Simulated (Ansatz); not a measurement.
## CsH (model cell, started as layered BN type): phonons and vibrational spectra

Aim: the vibrations of CsH (model cell, started as layered BN type), their spectra, and whether the structure is stable.

Program: Ansatz 0.2.0. Level of theory: DFT LDA, scalar-relativistic, plane waves, PAW. Results are calculated unless marked as measured.

Most raw output is cut from this account.

The structure was built from a prototype and need not be the compound's stable phase.

**1. Starting point**

Symmetry: P6_3/mmc, No. 194, hexagonal system. The conventional cell has a = 4.892 Å, b = 4.892 Å, c = 7.061 Å, α = 90.00°, β = 90.00°, γ = 120.00°. Nearest to Cs lie 3 H at 2.82 Å. Nearest to H lie 3 Cs at 2.82 Å. Farther neighbours are not listed.

**2. Bringing the structure to rest**

Harmonic phonons are second derivatives at a point where the forces vanish, and they are wanted at zero stress, so atoms and cell are relaxed first.

File input.yaml:

```yaml
crystal:
  lattice:
    - [4.892, 0.0, 0.0]
    - [-2.446, 4.2366, 0.0]
    - [0.0, 0.0, 7.061]
  atoms:
    - { symbol: Cs, position: [0.333333, 0.666667, 0.25] }
    - { symbol: Cs, position: [0.666667, 0.333333, 0.75] }
    - { symbol: H, position: [0.666667, 0.333333, 0.25] }
    - { symbol: H, position: [0.333333, 0.666667, 0.75] }
kpoints:
  mp_grid: { grid: [6, 6, 4] }
hamiltonian:
  xc: lda
scf:
  occupations: { method: gaussian, width: 0.02 }
output:
  forces: true
  stress: true
  eigenvalues: true
  write_density: true
  write_potential: true
  elf: true
  volumetric_format: npy
relax:
  adjacent_minimum: "off"
  f_tol: 0.005
  max_steps: 80
  cell: { stress_tol: 0.05 }
```

Command:

```bash
> ansatz run input.yaml --threads 4 --pin off --max-ram 7168MiB --backend cpu --events-out ev --progress --plain --runs-dir out
```

Elapsed: 3.9 s, on 4 threads of Arm Neoverse V2, shared host; peak memory 0.41 GiB.

Relaxation path:

```tsv
step	energy less that of the first step (eV)	largest force component (eV/Å)	pressure (GPa)	volume (Å³)
1	0.0000	0.0000	-0.06	146.34
2	-0.1003	0.0000	-0.24	143.86
3	-0.1707	0.0000	-0.14	139.15
4	-0.1975	0.0000	-0.04	137.32
5*	-0.1978	0.0000	-0.04	137.32
```

Relaxation steps marked * repeat the geometry before them on a plane-wave basis chosen anew for their cell, so energy and pressure can jump there.

Forces are held to the 24 operations that the run works with; a distortion that breaks them can't arise in this run.

```tsv
cell as run	before	after	change
a (Å)	4.892	5.104	+4.3 %
b (Å)	4.892	5.104	+4.3 %
c (Å)	7.061	6.087	-13.8 %
volume (Å³/atom)	36.59	34.33	-6.2 %
```

Final coordinates:

```xyz
4
Lattice="5.1038 0.0000 0.0000 -2.5519 4.4200 0.0000 0.0000 0.0000 6.0870" Properties=species:S:1:pos:R:3 pbc="T T T"
Cs    0.0000    2.9467    1.5217
Cs    2.5519    1.4733    4.5652
H     2.5519    1.4733    1.5217
H     0.0000    2.9467    4.5652
```

This step gave:

* pressure: -0.03893 GPa
* gap on the k-mesh: 2.561 eV
* volume per atom: 34.33 Å³
* direct gap on mesh: 2.787 eV

Electrostatic potential energy in the ac plane at fractional y = 0.333, with atoms of Cs and H within 0.2 Å of it. With pseudopotentials it is smooth inside the atoms' cores, unlike the true potential.

Ten even steps from '0' (-22 eV) to '9' (7 eV), each cell a mean:
```
99999988766789
99999874101478
99999861000058
99999850011037
99999850010048
99999872000268
99999986434688
99999998888899
99999999999999
98889999999999
98888999868999
88888999503999
98888999726999
98889999999999
99999999999999
99999999999999
```
Columns run along a (5.1 Å; values clipped at the 3rd and 97th percentile), rows up along c (6.1 Å). Atoms in or near the plane, at fractional coordinates: Cs at (0.67, 0.75), H at (0.67, 0.25).

ELF in the ac plane at fractional y = 0.333, with atoms of Cs and H within 0.2 Å of it. It is the smooth field of the valence electrons, not physical close to the nuclei.

Ten even steps from '_' (0.11 × 1e-1) to '@' (9.98 × 1e-1), each cell a mean:
```
____________::==******++::__
____..____..++%%%%%%%%%%**::
__..::..__--##%%**==**%%%%==
__..--..__--%%%%--__::##%%++
__..--..__--##%%==..--%%%%==
____....__::**%%%%##%%%%##--
____________--**%%%%%%##==..
______________::------::..__
______________..........____
__::--::____..++##%%##**::__
..==++==..__--@@@@@@@@@@++__
..==**++::..==@@@@@@@@@@++__
..==**++::__==@@@@@@@@@@++__
__--==--..__::%%@@@@@@%%==__
__......______::======--..__
________________......______
```
Columns run along a (5.1 Å), rows up along c (6.1 Å). Atoms in or near the plane, at fractional coordinates: Cs at (0.67, 0.75), H at (0.67, 0.25).

Valence density in the ac plane at fractional y = 0.333, with atoms of Cs and H within 0.2 Å of it. It is the smooth field of the valence electrons, not physical close to the nuclei.

Ten even steps from '_' (0.0 e/Å³) to '@' (1.1 e/Å³), each cell a mean:
```
______________..::--::..____
____________..==##%%##==..__
____________--##@@##%%%%==..
__________..==@@**..++@@++..
____________--%%##==##@@==..
____________::**@@@@@@**::__
______________::==++==::..__
________________......______
____________________________
________________......______
______________..::==::..____
____..________..==@@**::____
______________..--##==..____
________________..::..______
____________________________
____________________________
```
Columns run along a (5.1 Å), rows up along c (6.1 Å). Atoms in or near the plane, at fractional coordinates: Cs at (0.67, 0.75), H at (0.67, 0.25).

In this step the volume went from 36.59 to 34.33 Å³/atom.

**3. Tight relaxation**

Phonons need a cell at rest on their own settings, so the relaxation is repeated with tight tolerances on forces and stress on the k mesh and occupations of the first response run.

File input.yaml:

```yaml
crystal:
  lattice:
    - [5.103800451, 0.0, 0.0]
    - [-2.5519002255, 4.4200208464, 0.0]
    - [0.0, 0.0, 6.086974611]
  atoms:
    - { symbol: Cs, position: [0.3333333333, 0.6666666667, 0.25] }
    - { symbol: Cs, position: [0.6666666667, 0.3333333333, 0.75] }
    - { symbol: H, position: [0.6666666667, 0.3333333333, 0.25] }
    - { symbol: H, position: [0.3333333333, 0.6666666667, 0.75] }
kpoints:
  mp_grid: { grid: [6, 6, 4] }
hamiltonian:
  xc: lda
scf:
  occupations: { method: fixed }
output:
  forces: true
  stress: true
  eigenvalues: true
relax:
  adjacent_minimum: "off"
  f_tol: 0.001
  max_steps: 60
  cell: { stress_tol: 0.01 }
```

Run time: 2.7 s. Hardware: 4 threads; peak memory 0.4 GiB; 9.2 s of CPU time.

Step by step:

```tsv
step	energy less that of the first step (eV)	largest force component (eV/Å)	pressure (GPa)	volume (Å³)
1	0.0000	0.0000	-0.04	137.32
2	-0.0001	0.0000	-0.02	136.98
3	-0.0002	0.0000	0.00	136.73
4*	-0.0001	0.0000	0.00	136.73
```

Relaxation steps marked * repeat the geometry before them on a plane-wave basis chosen anew for their cell, so energy and pressure can jump there.

Forces are held to the 24 operations that the run works with; a distortion that breaks them can't arise in this run.

```tsv
conventional cell, symmetrised	before	after	change
a (Å)	5.104	5.096	-0.1 %
b (Å)	5.104	5.096	-0.1 %
c (Å)	6.087	6.079	-0.1 %
volume (Å³/atom)	34.33	34.18	-0.4 %
```

This step gave:

```yaml
pressure: -3.85e-4 GPa
gap_on_the_k_mesh: 2.557 eV
volume_per_atom: 34.18 Å³
direct_gap_on_mesh: 2.788 eV
```

The forces vanish by symmetry and the pressure is 0.000 GPa, within the tolerances set. The cell now holds 34.18 Å³/atom.

**4. Linear response at the zone centre**

The zone centre comes first: it holds the modes that light can see, as far as symmetry allows. The response to a homogeneous field gives the Born charges and the dielectric tensor, and its change with displacement the Raman tensors.

File input.yaml:

```yaml
crystal:
  lattice:
    - [5.09614705, 0.0, 0.0]
    - [-2.548073525, 4.4133928068, 0.0]
    - [0.0, 0.0, 6.0794210478]
  atoms:
    - { symbol: Cs, position: [0.3333333333, 0.6666666667, 0.25] }
    - { symbol: Cs, position: [0.6666666667, 0.3333333333, 0.75] }
    - { symbol: H, position: [0.6666666667, 0.3333333333, 0.25] }
    - { symbol: H, position: [0.3333333333, 0.6666666667, 0.75] }
kpoints:
  mp_grid: { grid: [6, 6, 4] }
hamiltonian:
  xc: lda
scf:
  occupations: { method: fixed }
output:
  eigenvalues: true
phonons:
  method: dfpt
  dielectric: true
  rigid_motions: translations
  raman: true
```

Wall time 1.8 min (4 threads); peak memory 1.3 GiB; 6.8 min of CPU time.

Numbers from this step:

```yaml
sum_rule_residual_before_enforcement: 1.63e-5 eV/Å²
miss_of_the_charge_sum_rule: 0.001435 e
estimated_error_of_the_dielectric_tensor: 0.007308
estimated_error_of_the_born_charges: 0.01027 e
point_group: 6/mmm
highest_optical_mode_at_the_zone_centre_no_lo_to_term: 555.9 cm⁻¹
lowest_optical_zone_centre_mode: 30.88 cm⁻¹
mean_high_frequency_dielectric_constant: 3.017
largest_born_charge_third_of_the_trace: 1.013 e
mean_static_dielectric_constant: 5.837
top_of_the_zone_centre_spectrum_with_the_field: 728.4 cm⁻¹
```

Without the LO-TO term. Patterns of degenerate modes are one choice out of their space. The modes at Γ (shares of kinetic energy by element, %):

```tsv
mode	frequency (cm⁻¹)	symmetry	Cs %	H %
1	0.0	acoustic	99	1
2	0.0	acoustic	99	1
3	0.0	acoustic	99	1
4	30.9	E2g	99	1
5	30.9	E2g	99	1
6	58.5	B1g	100	0
7	465.3	A2u	1	99
8	519.2	B1g	0	100
9	550.8	E2g	1	99
10	550.8	E2g	1	99
11	555.9	E1u	1	99
12	555.9	E1u	1	99
```

Displacements in mode 5 (30.9 cm⁻¹), the largest set to 1:
```
Cs1  0.04 -1.00  0.00
Cs2 -0.04  1.00  0.00
H3   0.04 -0.89  0.00
H4  -0.04  0.89  0.00
```

Displacements in mode 11 (555.9 cm⁻¹), the largest set to 1:
```
Cs1  0.00 -0.01  0.00
Cs2  0.00 -0.01  0.00
H3   0.00  1.00  0.00
H4   0.00  1.00  0.00
```

Optical modes at the zone centre, without and with the macroscopic field of the longitudinal modes; each column is sorted by frequency, so a row need not hold one and the same mode. Modes with and without the field, by row:

```tsv
rank among optical modes	no field (cm⁻¹)	q along (1, 0, 0) (cm⁻¹)	q along (0, 0, 1) (cm⁻¹)
1	30.9	30.9	30.9
2	30.9	30.9	30.9
3	58.5	58.5	58.5
4	465.3	465.3	519.2
5	519.2	519.2	550.8
6	550.8	550.8	550.8
7	550.8	550.8	555.9
8	555.9	555.9	555.9
9	555.9	728.4	714.4
```

Born charge (rows field, columns displacement) (e), principal values of the symmetric part by kind of site:

```tsv
atom	atoms with these values	low	middle	high	mean
Cs1	2	0.96	0.96	1.12	1.01
H3	2	-1.12	-0.96	-0.96	-1.01
```

In full for Cs1:

```
0.96 0.00 0.00
0.00 0.96 0.00
0.00 0.00 1.12
```

High-frequency dielectric tensor:

```
2.99 0.00 0.00
0.00 2.99 0.00
0.00 0.00 3.08
```

Static dielectric tensor (ions relaxed, fixed cell):

```
5.13 0.00 0.00
0.00 5.13 0.00
0.00 0.00 7.26
```

Transverse modes. Infrared lines, with heights relative to the strongest:

```tsv
position (cm⁻¹)	label	relative intensity
31	E2g	0.0
58	B1g	0.0
465	A2u	68
519	B1g	0.0
551	E2g	0.0
556	E1u	100
```

Activity x (w_L - w)^4 (n + 1)/w, 532 nm, 300 K; modes without the macroscopic field alone. Raman lines, with heights relative to the strongest:

```tsv
position (cm⁻¹)	label	relative intensity
31	E2g	11
58	B1g	0.0
465	A2u	0.0
519	B1g	0.0
551	E2g	100
556	E1u	0.0
```

Before it was imposed, the acoustic sum rule was missed by 1.6e-5 eV/Å² and the charge sum rule by 0.0014 e. Small misses are needed for a sound result but don't prove that mesh and cutoff are converged. The lowest optical mode is real, 30.9 cm⁻¹.

**5. The dispersion**

The mesh has a single point along some directions, so zone-edge points there are not solved. Linear response on a 2×2×1 q mesh gives force constants as far as a supercell of that size would, and the tensors from the zone-centre run are typed in so that the long-range dipole term is interpolated apart.

input.yaml, the sections that differ from step 4:

```yaml
phonons:
  method: dfpt
  qmesh: [2, 2, 1]
  temperatures: { t_max: 1000, t_step: 50 }
  qpath:
    path:
      - [[0.0, 0.0, 0.0], [0.5, 0.0, 0.0], [0.33333333, 0.33333333, 0.0], [0.0, 0.0, 0.0], [0.0, 0.0, 0.5], [0.5, 0.0, 0.5], [0.33333333, 0.33333333, 0.5], [0.0, 0.0, 0.5]]
      - [[0.5, 0.0, 0.5], [0.5, 0.0, 0.0]]
      - [[0.33333333, 0.33333333, 0.5], [0.33333333, 0.33333333, 0.0]]
    npoints: 10
  non_analytic_term:
    high_frequency_dielectric_tensor: [[2.987, 0.0, 0.0], [0.0, 2.987, 0.0], [0.0, 0.0, 3.0779]]
    born_effective_charges:
      - { species: Cs, tensor: [[0.959, 0.0, 0.0], [0.0, 0.959, 0.0], [0.0, 0.0, 1.1212]] }
      - { species: Cs, tensor: [[0.959, 0.0, 0.0], [0.0, 0.959, 0.0], [0.0, 0.0, 1.1212]] }
      - { species: H, tensor: [[-0.959, 0.0, 0.0], [0.0, -0.959, 0.0], [0.0, 0.0, -1.1212]] }
      - { species: H, tensor: [[-0.959, 0.0, 0.0], [0.0, -0.959, 0.0], [0.0, 0.0, -1.1212]] }
    source: "zone-centre run at this cell"
# crystal, kpoints, hamiltonian, scf, output: as in step 4
```

Run time: 17 s. Hardware: 4 threads; peak memory 0.58 GiB.

This step gave:

- sum-rule residual before enforcement: 4.46e-6 eV/Å²
- lowest mode on the q mesh (acoustic modes at Γ apart): 13.35 cm⁻¹
- highest frequency at a solved wavevector (no LO-TO term at Γ): 652.2 cm⁻¹

Frequencies (cm⁻¹) solved at each irreducible wavevector; negative means imaginary. Frequencies by wavevector, by row:

```tsv
q in reciprocal lattice units	star	mode 1	mode 2	mode 3	mode 4	mode 10	mode 11	mode 12
0 0 0	1	0	0	0	30.9	550.8	555.9	555.9
0 -0.5 0	3	13.3	34.1	43.2	45.8	521.5	647.6	652.2
```

Symmetry leaves 2 wavevectors to solve. The lowest mode among them, the acoustic zeros apart, lies at q = (0, -0.5, 0) and is real, 13.3 cm⁻¹.

**6. Isotope substitution**

An isotope changes the mass and not the force constants, so no new electronic calculation is needed; the shifts show which modes move this element.

The same force constants with the mass of H changed from 1.008 to 2.014 u (phonopy, no LO-TO term). Both lists are sorted by frequency; levels can cross, so a row need not hold one and the same mode. Modes under 3 cm⁻¹ are left out. Isotope shifts, by row:

```tsv
q	rank	natural mass (cm⁻¹)	changed mass (cm⁻¹)
0 0 0	4	30.88	30.78
0 0 0	5	30.88	30.78
0 0 0	6	58.51	58.44
0 0 0	7	465.3	330.4
0 0 0	8	519.2	367.7
0 0 0	9	550.8	390.8
0 0 0	10	550.8	390.8
0 0 0	11	555.9	394.8
0 0 0	12	555.9	394.8
0 -0.5 0	1	13.35	13.3
0 -0.5 0	2	34.13	34.04
0 -0.5 0	3	43.17	43.05
0 -0.5 0	4	45.79	45.71
0 -0.5 0	5	54.32	54.3
0 -0.5 0	6	66.16	66.15
0 -0.5 0	7	489.4	347.1
0 -0.5 0	8	499.2	354.6
0 -0.5 0	9	504.2	357.4
0 -0.5 0	10	521.5	369.9
0 -0.5 0	11	647.6	458.3
0 -0.5 0	12	652.2	461.4
```

A mode of this element alone would shift by -29.26 %. The highest zone-centre frequency without the field goes from 555.9 to 394.8 cm⁻¹ (-29.0 %). The product of the frequency ratios over all optical modes at Γ is 0.127; the product rule, (m/m′)^(3k/2) (M′/M)^(3/2) with k = 2 such atoms and M the mass of the cell, gives 0.127.

**7. Results**

- space group after relaxation (within 0.01 Å): P6_3/mmc
- volume per atom: 34.2 Å³
- gap on the k-mesh: 2.56 eV
- highest optical mode at the zone centre (no LO-TO term): 556 cm⁻¹
- top of the zone-centre spectrum with the field: 728 cm⁻¹
- lowest optical zone-centre mode: 30.9 cm⁻¹
- mean high-frequency dielectric constant: 3.02
- mean static dielectric constant: 5.84
- largest Born charge (third of the trace): 1.01 e
- lowest mode on the q mesh (acoustic modes at Γ apart): 13.3 cm⁻¹
- imaginary modes on the 2×2×1 q mesh: none

In words: The structure is a minimum as far as tested: no mode is imaginary at the 2 irreducible wavevectors of the 2×2×1 mesh, and the softest away from the acoustic zeros lies at 13 cm⁻¹. Without the field, the optical modes at Γ span 31 to 556 cm⁻¹. The highest mode in this list at Γ, 555.9 cm⁻¹, is mostly motion of H (99 % of the kinetic energy). With the macroscopic field of the longitudinal modes the top of the zone-centre spectrum lies at 728 cm⁻¹, against 556 cm⁻¹ without it. Lattice motion raises the mean dielectric constant from 3.017 to 5.837. The strongest infrared line is at 556 cm⁻¹. Averaged over orientations, the strongest Raman line at 532 nm and 300 K is at 551 cm⁻¹. The q mesh is too sparse to interpolate, so only the solved wavevectors are given. The program warns that the interpolation holds no quadrupole term, so branches close to Γ can be off in this crystal. Spin-orbit coupling is left out, which can matter for the heavy elements here. The starting cell was built on a prototype and not taken from a measurement, so the phase need not exist. These are harmonic frequencies at zero temperature: anharmonic shifts, linewidths and thermal expansion are left out.

[Logs are printed without paths, hosts, clocks, repeated set-up lines and the standing remarks that a program may print on its own settings, such as how far it seeks lower states.]

[Hosts, paths, dates, database ids (printed as entryN), source tags and the programs' standing remarks are cut or masked in the printed files.]
